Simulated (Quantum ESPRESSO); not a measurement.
# O on top sites of TaN(001): a series in the coverage, part 6 of 10

What law, if any, do the results for O on top sites of TaN(001) follow against the coverage?

Quantum ESPRESSO 7.5; plane-wave DFT, PBE, GBRV ultrasoft pseudopotentials.

So far. Step 6 (Self-consistent run, 0 ML): The vacuum levels are read from the outermost 0.7 Å of the cell on either side. Step 6 (Self-consistent run, 0 ML): Inside the slab this potential holds the local part of the pseudopotentials, which can be repulsive at the nuclei; only its value in the vacuum has a meaning of its own.

## 7. Relaxing the ions, 0.1667 ML

System of this step: TaN(001), 3 layers, 6 sites a cell, 1 O on top sites. The cell holds 37 atoms: 18 Ta, 18 N and 1 O. Its edges and angles: a = 9.362 Å, b = 6.242 Å, c = 20.778 Å, α = 90.0°, β = 90.0°, γ = 90.0°. It derives from TaN. Vacuum lies along c.

File m1.relax.in:

```
&control
  prefix = 'm1.relax'
  outdir = './out'
  pseudo_dir = './pseudo'
  nstep = 70
  forc_conv_thr = 0.0015
  calculation = 'relax'
/
&system
  ibrav = 0
  nat = 37
  ntyp = 3
  ecutwfc = 40
  ecutrho = 200
  occupations = 'smearing'
  smearing = 'mv'
  degauss = 0.02
/
&electrons
  conv_thr = 1e-07
  mixing_beta = 0.3
  electron_maxstep = 120
  mixing_mode = 'local-TF'
/
&ions
/
ATOMIC_SPECIES
  Ta  180.9479  ta_pbe_v1.uspp.F.UPF
  N   14.0070  n_pbe_v1.2.uspp.F.UPF
  O   15.9990  o_pbe_v1.2.uspp.F.UPF
CELL_PARAMETERS angstrom
  9.36233078100000 0.00000000000000 0.00000000000000
  0.00000000000000 6.24155385400000 0.00000000000000
  0.00000000000000 0.00000000000000 20.77821867446154
ATOMIC_POSITIONS crystal
  Ta  0.000000000000 0.000000000000 0.336862367661 0 0 0
  Ta  0.000000000000 0.500000000000 0.336862367661 0 0 0
  Ta  0.333333333300 0.000000000000 0.336862367661 0 0 0
  Ta  0.333333333300 0.500000000000 0.336862367661 0 0 0
  Ta  0.666666666700 0.000000000000 0.336862367661 0 0 0
  Ta  0.666666666700 0.500000000000 0.336862367661 0 0 0
  N   0.166666666700 0.250000000000 0.336862367661 0 0 0
  N   0.166666666700 0.750000000000 0.336862367661 0 0 0
  N   0.500000000000 0.250000000000 0.336862367661 0 0 0
  N   0.500000000000 0.750000000000 0.336862367661 0 0 0
  N   0.833333333300 0.250000000000 0.336862367661 0 0 0
  N   0.833333333300 0.750000000000 0.336862367661 0 0 0
  Ta  0.166666666700 0.250000000000 0.443214629451 0 0 0
  Ta  0.166666666700 0.750000000000 0.443214629451 0 0 0
  Ta  0.500000000000 0.250000000000 0.443214629451 0 0 0
  Ta  0.500000000000 0.750000000000 0.443214629451 0 0 0
  Ta  0.833333333300 0.250000000000 0.443214629451 0 0 0
  Ta  0.833333333300 0.750000000000 0.443214629451 0 0 0
  N   0.000000000000 0.000000000000 0.443214629451 0 0 0
  N   0.000000000000 0.500000000000 0.443214629451 0 0 0
  N   0.333333333300 0.000000000000 0.443214629451 0 0 0
  N   0.333333333300 0.500000000000 0.443214629451 0 0 0
  N   0.666666666700 0.000000000000 0.443214629451 0 0 0
  N   0.666666666700 0.500000000000 0.443214629451 0 0 0
  Ta  0.000000000000 0.000000000000 0.549566891242
  Ta  0.000000000000 0.500000000000 0.549566891242
  Ta  0.333333333300 0.000000000000 0.549566891242
  Ta  0.333333333300 0.500000000000 0.549566891242
  Ta  0.666666666700 0.000000000000 0.549566891242
  Ta  0.666666666700 0.500000000000 0.549566891242
  N   0.166666666700 0.250000000000 0.549566891242
  N   0.166666666700 0.750000000000 0.549566891242
  N   0.500000000000 0.250000000000 0.549566891242
  N   0.500000000000 0.750000000000 0.549566891242
  N   0.833333333300 0.250000000000 0.549566891242
  N   0.833333333300 0.750000000000 0.549566891242
  O   0.000000000000 0.000000000000 0.663137632339
K_POINTS automatic
  3 4 1 0 0 0
```

Launch:

```bash
> OMP_NUM_THREADS=1 mpirun -n 16 pw.x -nk 1 -in m1.relax.in > m1.relax.out
```

Output:

```text
[banner, memory and clock lines left out]
Program PWSCF v.7.5 starts
[...]
Message from routine setup:
[...]
number of electrons       =       330.00
     number of Kohn-Sham states=          198
     kinetic-energy cutoff     =      40.0000  Ry
     charge density cutoff     =     200.0000  Ry
[...]
number of k points=     6  Marzari-Vanderbilt smearing, width (Ry)=  0.0200
[...]
Dense  grid:   391375 G-vectors     FFT dimensions: (  80,  54, 180)
[...]
negative rho (up, down):  1.703E+00 0.000E+00
     Starting wfcs are  310 randomized atomic wfcs
[...]
negative rho (up, down):  1.699E+00 0.000E+00
[...]
estimated scf accuracy    <      14.99047384 Ry
[...]
negative rho (up, down):  1.710E+00 0.000E+00
[...]
estimated scf accuracy    <       6.81985846 Ry
[...]
negative rho (up, down):  1.712E+00 0.000E+00
[...]
estimated scf accuracy    <       6.62422317 Ry
[...]
negative rho (up, down):  1.740E+00 0.000E+00
[...]
estimated scf accuracy    <       1.70676285 Ry
[...]
negative rho (up, down):  1.755E+00 0.000E+00
[...]
estimated scf accuracy    <       1.03401070 Ry
[...]
negative rho (up, down):  1.780E+00 0.000E+00
[...]
estimated scf accuracy    <       0.80440068 Ry
[...]
negative rho (up, down):  1.783E+00 0.000E+00
[...]
estimated scf accuracy    <       0.16750418 Ry
[...]
negative rho (up, down):  1.789E+00 0.000E+00
[...]
estimated scf accuracy    <       0.05961401 Ry
[...]
negative rho (up, down):  1.779E+00 0.000E+00
[...]
estimated scf accuracy    <       0.06816640 Ry
[...]
negative rho (up, down):  1.780E+00 0.000E+00
[...]
estimated scf accuracy    <       0.11778309 Ry
[...]
negative rho (up, down):  1.778E+00 0.000E+00
[...]
estimated scf accuracy    <       0.02398648 Ry
[...]
negative rho (up, down):  1.776E+00 0.000E+00
[...]
estimated scf accuracy    <       0.00839016 Ry
[...]
negative rho (up, down):  1.776E+00 0.000E+00
[...]
estimated scf accuracy    <       0.04794436 Ry
[...]
negative rho (up, down):  1.776E+00 0.000E+00
[...]
estimated scf accuracy    <       0.11820626 Ry
[...]
negative rho (up, down):  1.775E+00 0.000E+00
[...]
estimated scf accuracy    <       0.03062166 Ry
[...]
negative rho (up, down):  1.777E+00 0.000E+00
[...]
estimated scf accuracy    <       0.00600940 Ry
[...]
negative rho (up, down):  1.778E+00 0.000E+00
[...]
estimated scf accuracy    <       0.01895104 Ry
[...]
negative rho (up, down):  1.778E+00 0.000E+00
[...]
estimated scf accuracy    <       0.02853420 Ry
[...]
negative rho (up, down):  1.778E+00 0.000E+00
[...]
estimated scf accuracy    <       0.00097110 Ry
[...]
negative rho (up, down):  1.779E+00 0.000E+00
[...]
estimated scf accuracy    <       0.00673436 Ry
[...]
negative rho (up, down):  1.780E+00 0.000E+00
[...]
estimated scf accuracy    <       0.00007562 Ry
[...]
negative rho (up, down):  1.781E+00 0.000E+00
[...]
estimated scf accuracy    <       0.00027812 Ry
[...]
negative rho (up, down):  1.781E+00 0.000E+00
[...]
estimated scf accuracy    <       0.00010035 Ry
[...]
negative rho (up, down):  1.781E+00 0.000E+00
[...]
estimated scf accuracy    <       0.00006585 Ry
[...]
negative rho (up, down):  1.781E+00 0.000E+00
[...]
estimated scf accuracy    <       0.00000746 Ry
[...]
negative rho (up, down):  1.781E+00 0.000E+00
[...]
estimated scf accuracy    <       0.00001320 Ry
[...]
negative rho (up, down):  1.781E+00 0.000E+00
[...]
estimated scf accuracy    <       0.00000241 Ry
[...]
negative rho (up, down):  1.781E+00 0.000E+00
[...]
estimated scf accuracy    <       0.00000013 Ry
[...]
negative rho (up, down):  1.781E+00 0.000E+00
[...]
the Fermi energy is     3.8937 ev
!    total energy              =   -2949.95260406 Ry
     estimated scf accuracy    <       0.00000002 Ry
     smearing contrib. (-TS)   =      -0.00458850 Ry
     internal energy E=F+TS    =   -2949.94801556 Ry
[...]
one-electron contribution =  -19957.98543131 Ry
     hartree contribution      =    9992.97231992 Ry
     xc contribution           =    -863.94113669 Ry
     ewald contribution        =    7879.00623252 Ry
     convergence has been achieved in  29 iterations
     negative rho (up, down):  1.781E+00 0.000E+00
[...]
Total force =     0.350954     Total SCF correction =     0.000256
[...]
negative rho (up, down):  1.774E+00 0.000E+00
[...]
negative rho (up, down):  1.774E+00 0.000E+00
[...]
estimated scf accuracy    <       0.01287732 Ry
[...]
negative rho (up, down):  1.774E+00 0.000E+00
[...]
estimated scf accuracy    <       0.00775416 Ry
[...]
negative rho (up, down):  1.775E+00 0.000E+00
[...]
estimated scf accuracy    <       0.00459297 Ry
[...]
negative rho (up, down):  1.775E+00 0.000E+00
[...]
estimated scf accuracy    <       0.00065372 Ry
[...]
negative rho (up, down):  1.774E+00 0.000E+00
[...]
estimated scf accuracy    <       0.00037562 Ry
[...]
negative rho (up, down):  1.774E+00 0.000E+00
[...]
estimated scf accuracy    <       0.00015881 Ry
[...]
negative rho (up, down):  1.774E+00 0.000E+00
[...]
estimated scf accuracy    <       0.00008301 Ry
[...]
negative rho (up, down):  1.775E+00 0.000E+00
[...]
estimated scf accuracy    <       0.00004229 Ry
[...]
negative rho (up, down):  1.775E+00 0.000E+00
[...]
estimated scf accuracy    <       0.00001055 Ry
[...]
negative rho (up, down):  1.776E+00 0.000E+00
[...]
estimated scf accuracy    <       0.00000354 Ry
[...]
negative rho (up, down):  1.776E+00 0.000E+00
[...]
estimated scf accuracy    <       0.00000132 Ry
[...]
negative rho (up, down):  1.776E+00 0.000E+00
[...]
estimated scf accuracy    <       0.00000061 Ry
[...]
negative rho (up, down):  1.776E+00 0.000E+00
[...]
estimated scf accuracy    <       0.00000012 Ry
[...]
negative rho (up, down):  1.776E+00 0.000E+00
[...]
the Fermi energy is     3.9758 ev
!    total energy              =   -2950.07979969 Ry
     estimated scf accuracy    <       0.00000004 Ry
     smearing contrib. (-TS)   =      -0.00567196 Ry
     internal energy E=F+TS    =   -2950.07412773 Ry
[...]
one-electron contribution =  -19982.84659426 Ry
     hartree contribution      =   10006.27805030 Ry
     xc contribution           =    -864.03800969 Ry
     ewald contribution        =    7890.53242592 Ry
     convergence has been achieved in  14 iterations
     negative rho (up, down):  1.776E+00 0.000E+00
[...]
Total force =     0.373533     Total SCF correction =     0.000211
[...]
WARNING: bfgs curvature condition failed, Theta= 0.760
[...]
negative rho (up, down):  1.775E+00 0.000E+00
[...]
negative rho (up, down):  1.776E+00 0.000E+00
[...]
estimated scf accuracy    <       0.02786374 Ry
[...]
negative rho (up, down):  1.778E+00 0.000E+00
[...]
estimated scf accuracy    <       0.01606254 Ry
[...]
negative rho (up, down):  1.778E+00 0.000E+00
[...]
estimated scf accuracy    <       0.00657460 Ry
[...]
negative rho (up, down):  1.778E+00 0.000E+00
[...]
estimated scf accuracy    <       0.00110880 Ry
[...]
negative rho (up, down):  1.778E+00 0.000E+00
[...]
estimated scf accuracy    <       0.00057876 Ry
[...]
negative rho (up, down):  1.778E+00 0.000E+00
[...]
estimated scf accuracy    <       0.00043203 Ry
[...]
negative rho (up, down):  1.778E+00 0.000E+00
[...]
estimated scf accuracy    <       0.00040051 Ry
[...]
negative rho (up, down):  1.778E+00 0.000E+00
[...]
estimated scf accuracy    <       0.00013298 Ry
[...]
negative rho (up, down):  1.778E+00 0.000E+00
[...]
estimated scf accuracy    <       0.00004722 Ry
[...]
negative rho (up, down):  1.779E+00 0.000E+00
[...]
estimated scf accuracy    <       0.00001835 Ry
[...]
negative rho (up, down):  1.780E+00 0.000E+00
[...]
estimated scf accuracy    <       0.00000641 Ry
[...]
negative rho (up, down):  1.780E+00 0.000E+00
[...]
estimated scf accuracy    <       0.00000443 Ry
[...]
negative rho (up, down):  1.780E+00 0.000E+00
[...]
estimated scf accuracy    <       0.00000424 Ry
[...]
negative rho (up, down):  1.780E+00 0.000E+00
[...]
estimated scf accuracy    <       0.00000020 Ry
[...]
negative rho (up, down):  1.780E+00 0.000E+00
[...]
estimated scf accuracy    <       0.00000016 Ry
[...]
negative rho (up, down):  1.780E+00 0.000E+00
[...]
estimated scf accuracy    <       0.00000012 Ry
[...]
negative rho (up, down):  1.780E+00 0.000E+00
[...]
the Fermi energy is     4.0871 ev
!    total energy              =   -2950.22172594 Ry
     estimated scf accuracy    <          8.8E-09 Ry
     smearing contrib. (-TS)   =      -0.00605400 Ry
     internal energy E=F+TS    =   -2950.21567194 Ry
[...]
one-electron contribution =  -20031.16733914 Ry
     hartree contribution      =   10031.59687104 Ry
     xc contribution           =    -864.24524559 Ry
     ewald contribution        =    7913.60004175 Ry
     convergence has been achieved in  17 iterations
     negative rho (up, down):  1.780E+00 0.000E+00
[...]
Total force =     0.280160     Total SCF correction =     0.000101
[...]
negative rho (up, down):  1.763E+00 0.000E+00
[...]
negative rho (up, down):  1.763E+00 0.000E+00
[...]
estimated scf accuracy    <       0.09695916 Ry
[...]
negative rho (up, down):  1.766E+00 0.000E+00
[...]
estimated scf accuracy    <       0.05037468 Ry
[...]
negative rho (up, down):  1.766E+00 0.000E+00
[...]
estimated scf accuracy    <       0.01808939 Ry
[...]
negative rho (up, down):  1.766E+00 0.000E+00
[...]
estimated scf accuracy    <       0.00445073 Ry
[...]
negative rho (up, down):  1.763E+00 0.000E+00
[...]
estimated scf accuracy    <       0.00284529 Ry
[...]
negative rho (up, down):  1.763E+00 0.000E+00
[...]
estimated scf accuracy    <       0.00055131 Ry
[...]
negative rho (up, down):  1.764E+00 0.000E+00
[...]
estimated scf accuracy    <       0.00041567 Ry
[...]
negative rho (up, down):  1.764E+00 0.000E+00
[...]
estimated scf accuracy    <       0.00017899 Ry
[...]
negative rho (up, down):  1.765E+00 0.000E+00
[...]
estimated scf accuracy    <       0.00007670 Ry
[...]
negative rho (up, down):  1.767E+00 0.000E+00
[...]
estimated scf accuracy    <       0.00002377 Ry
[...]
negative rho (up, down):  1.767E+00 0.000E+00
[...]
estimated scf accuracy    <       0.00001184 Ry
[...]
negative rho (up, down):  1.767E+00 0.000E+00
[...]
estimated scf accuracy    <       0.00000348 Ry
[...]
negative rho (up, down):  1.767E+00 0.000E+00
[...]
estimated scf accuracy    <       0.00000126 Ry
[...]
negative rho (up, down):  1.767E+00 0.000E+00
[...]
estimated scf accuracy    <       0.00000040 Ry
[...]
negative rho (up, down):  1.767E+00 0.000E+00
[...]
estimated scf accuracy    <       0.00000019 Ry
[...]
negative rho (up, down):  1.767E+00 0.000E+00
[...]
the Fermi energy is     4.1332 ev
!    total energy              =   -2950.29858033 Ry
     estimated scf accuracy    <          3.6E-09 Ry
     smearing contrib. (-TS)   =      -0.00726738 Ry
     internal energy E=F+TS    =   -2950.29131295 Ry
[...]
one-electron contribution =  -19785.40367440 Ry
     hartree contribution      =    9909.41528030 Ry
     xc contribution           =    -864.11978130 Ry
     ewald contribution        =    7789.81686245 Ry
     convergence has been achieved in  10 iterations
     negative rho (up, down):  1.777E+00 0.000E+00
[...]
Total force =     0.004224     Total SCF correction =     0.000095
[...]
negative rho (up, down):  1.777E+00 0.000E+00
[...]
negative rho (up, down):  1.777E+00 0.000E+00
[...]
estimated scf accuracy    <       0.00002280 Ry
[...]
negative rho (up, down):  1.777E+00 0.000E+00
[...]
estimated scf accuracy    <       0.00000965 Ry
[...]
negative rho (up, down):  1.777E+00 0.000E+00
[...]
estimated scf accuracy    <       0.00000209 Ry
[...]
negative rho (up, down):  1.777E+00 0.000E+00
[...]
estimated scf accuracy    <       0.00000098 Ry
[...]
negative rho (up, down):  1.777E+00 0.000E+00
[...]
estimated scf accuracy    <       0.00000018 Ry
[...]
negative rho (up, down):  1.777E+00 0.000E+00
[...]
estimated scf accuracy    <       0.00000005 Ry
[...]
negative rho (up, down):  1.777E+00 0.000E+00
[...]
estimated scf accuracy    <       0.00000002 Ry
[...]
negative rho (up, down):  1.777E+00 0.000E+00
[...]
estimated scf accuracy    <          6.5E-09 Ry
[...]
negative rho (up, down):  1.777E+00 0.000E+00
[...]
estimated scf accuracy    <       0.00000002 Ry
[...]
negative rho (up, down):  1.777E+00 0.000E+00
[...]
estimated scf accuracy    <          3.0E-09 Ry
[...]
negative rho (up, down):  1.777E+00 0.000E+00
[...]
estimated scf accuracy    <          1.1E-09 Ry
[...]
negative rho (up, down):  1.777E+00 0.000E+00
[...]
```

It took 51 min on 16 MPI ranks of Arm Neoverse V2, shared host; peak memory 4.7 GiB; 14 h of CPU time.

Relaxation path:

```csv
step,energy less that of the first step (eV),largest force (eV/Å)
1,0.0000,5.7842
2,-1.7306,6.6348
3,-3.6616,5.4268
4,-3.1213,15.2678
5,-4.2411,1.6815
6,-4.3073,1.9134
7,-4.3690,1.4556
8,-4.4284,1.1808
9,-4.5049,0.8411
10,-4.5942,0.4054
11,-4.6678,0.3853
12,-4.6866,0.4235
13,-4.7018,0.4102
14,-4.7066,0.1650
15,-4.7072,0.0598
16,-4.7076,0.0932
17,-4.7081,0.0980
18,-4.7085,0.0627
19,-4.7088,0.0268
```

The atoms that moved most (Å):

```csv
atom,dx,dy,dz,length
Ta25,0.000,0.000,0.587,0.587
N33,0.000,0.004,0.395,0.395
N34,0.000,-0.004,0.395,0.395
Ta28,0.118,0.000,-0.100,0.155
Ta30,-0.118,0.000,-0.100,0.155
Ta26,0.000,0.000,-0.145,0.145
Ta27,0.089,0.000,-0.110,0.142
Ta29,-0.089,0.000,-0.110,0.142
```

The relaxation lowers the energy by 127 meV an atom. On the free atoms the largest force ends at 0.027 eV/Å.

Numbers from this step:

```
free energy  : -40140.8586 eV
Fermi energy : 4.133 eV
```

(Continued in part 7 of 10.)

[Logs are printed without paths, hosts, clocks, repeated set-up lines and the standing remarks that a program may print on its own settings, such as how far it seeks lower states.]

[Hosts, paths, dates, database ids (printed as entryN), source tags and the programs' standing remarks are cut or masked in the printed files.]

[Maps of the electrostatic potential energy from Ansatz leave out the sawtooth potential of an applied field or a dipole correction, so their vacuum need not be flat; planar profiles and work functions include it.]
